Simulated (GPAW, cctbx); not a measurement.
## By hand: from a DFT structure factor to an extinction distance in Na2GaF4

Na2GaF4, I4/mmm (no. 139), a = 4.1668 Å, b = 4.1668 Å, c = 11.9924 Å, α = 90.00°, β = 90.00°, γ = 90.00°.

| atom | mult. | x | y | z |
| --- | --- | --- | --- | --- |
| Ga1 | 2 | 0 | 0 | 0 |
| Na1 | 4 | 1/2 | 1/2 | 0.1456 |
| F1 | 4 | 1/2 | 0 | 0 |
| F2 | 4 | 1/2 | 1/2 | 0.3271 |

The start was made by putting kin elements into a known structure type; the compound need not exist, or be stable, in this form.

A DFT run (GPAW, PBE, 550 eV, 5×5×5 k-points, Fermi–Dirac width 0.05 eV) gives the static X-ray structure factor of 103 as 54.234 e for the conventional cell; superposed free atoms give 55.538 e. **Problem.** Find the Fourier component V of the crystal potential and the two-beam extinction distance at 200 kV in both cases.

### 1. Geometry

The cell volume is Ω = 208.22 Å³ and d(103) = 2.8846 Å, so g = 1/d = 0.3467 Å⁻¹.

### 2. The nuclei

Electrons feel nuclei as well as electrons, so the nuclear charges are summed with the same phases.

Phase sums Σ exp(2πi h·x), turned so that the total is real and positive: Ga +2.000, Na +3.688, F -3.973. Then F_Z = 31 × (+2.000) + 11 × (+3.688) + 9 × (-3.973) = 66.82 e. The electron term has the same sign for this reflection.

### 3. Mott–Bethe

Poisson's equation, term by term, gives V = (e/4πε₀)(F_Z − F)/(πΩg²), with e/4πε₀ = 14.3996 V Å.

The prefactor is 14.3996 × 2.8846²/(π × 208.22) = 0.18317 V per electron. Free atoms: (66.82 − 55.538) × 0.18317 = 2.066 V. Crystal: (66.82 − 54.234) × 0.18317 = 2.305 V. F changes by -2.35 % and V by +11.6 %: the same 1.30 e is measured against F_Z − F = 11.3 e in place of F = 55.5 e.

### 4. Extinction distance

In the two-beam case ξ = 1/(λU) with U = 2γm₀eV/h², that is ξ = 150.41 V Å²/(γλV).

At 200 kV, λ = 0.02508 Å and γ = 1.3914. Free atoms: ξ = 2086 Å. Crystal: ξ = 1870 Å. The thickness fringes go as sin²(πt/ξ), so the two patterns slip by a quarter of a period when t|1/ξ₁ − 1/ξ₀| = 1/4, at t ≈ 451 nm. Thermal motion, absorption and many-beam coupling, left out here, change a real pattern.

### 5. Answer

V(103) is 2.30 V against 2.07 V, and ξ is 1870 against 2086 Å. Limits: static atoms, two beams.
